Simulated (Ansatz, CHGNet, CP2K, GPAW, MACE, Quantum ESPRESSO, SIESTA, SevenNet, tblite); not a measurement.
## C(110) slab, H on the bottom face, stepped (108 atoms): runs against a plane-wave reference

The cell holds 108 atoms: 84 C and 24 H. Its edges and angles: a = 10.089 Å, b = 10.701 Å, c = 14.673 Å, α = 90.0°, β = 90.0°, γ = 90.0°. It derives from C (diamond-structure). Diamond-structure C (a = 3.567 Å), (110) slab of 4 atomic planes, 4 x 3 surface cells, H on the broken bonds of the bottom face, 10 Å of vacuum; the top repeat layer removed from part of the cell (two steps); displaced by a Gaussian of 0.02 Å. Then every atom was moved at random, 0.03 Å r.m.s. a Cartesian component (hydrogen 0.6 of that). Regions: slab, 84 atoms (84 C); hydrogen, 24 atoms (24 H). Vacuum lies along c.

Geometry: as built.

The reference, a calculation:

- method: Kohn-Sham DFT, PBE, PAW, plane waves (Ansatz 0.2.0); cutoff 420 eV, Γ point, fermi-dirac smearing of 0.05 eV; PAW set soft_2
- r.m.s. force component: 1.588 eV/Å
- longest force: 6.015 eV/Å
- SCF cycles: 14
- time: 12 s on 8 threads of Arm Neoverse V2, shared host
- CPU time: 84 s

Runs, in no order:
A. QE PBE, sssp-1.3.0-efficiency, 45/360 Ry: Kohn-Sham DFT, PBE, SSSP efficiency 1.3.0 pseudopotentials, plane waves
B. MACE MPA-0 medium potential: machine-learned interatomic potential MACE MPA-0 medium, trained on PBE(+U) plane-wave data
C. CP2K PBE, TZV2P-MOLOPT, 450/50 Ry, diagonalisation: Kohn-Sham DFT, PBE, GTH-PBE pseudopotentials, Gaussian and plane waves, TZV2P-MOLOPT-GTH, diagonalisation
D. SIESTA PBE, DZ, shift 0.01 Ry, mesh 300 Ry: Kohn-Sham DFT, PBE, PseudoDojo 0.4.1 norm-conserving pseudopotentials (converted to PSML), numerical atomic orbitals (DZ), diagonalisation
E. CP2K BLYP, DZVP-MOLOPT-SR, 450/50 Ry, diagonalisation: Kohn-Sham DFT, BLYP, GTH-BLYP pseudopotentials, Gaussian and plane waves, DZVP-MOLOPT-SR-GTH, diagonalisation

**Question.** Rank the runs by how far their forces lie from the reference's, least first.

A, C, E, D, B.

```csv
run,"Δ force, r.m.s. (meV/Å)",share of r.m.s. force (%),CPU time
"A. QE PBE, sssp-1.3.0-efficiency, 45/360 Ry",6.5,0.409,11 min
"C. CP2K PBE, TZV2P-MOLOPT, 450/50 Ry, diagonalisation",19.4,1.22,2.4 h
"E. CP2K BLYP, DZVP-MOLOPT-SR, 450/50 Ry, diagonalisation",153,9.62,11 min
"D. SIESTA PBE, DZ, shift 0.01 Ry, mesh 300 Ry",274,17.3,1.9 min
B. MACE MPA-0 medium potential,546,34.4,9.3 s
```

Machine-learned potentials mimic data converged in k, so the reference's own k-point error enters their differences. The runs have no spin polarisation, so any moments at edges, vacancies or dangling bonds can't form. The electronic-structure runs sample only Γ, in a cell whose shortest periodic width is 10 Å, which is coarse for a cell with partly filled levels.

[Logs are printed without paths, hosts, clocks, repeated set-up lines and the standing remarks that a program may print on its own settings, such as how far it seeks lower states.]

[Hosts, paths, dates, database ids (printed as entryN), source tags and the programs' standing remarks are cut or masked in the printed files.]
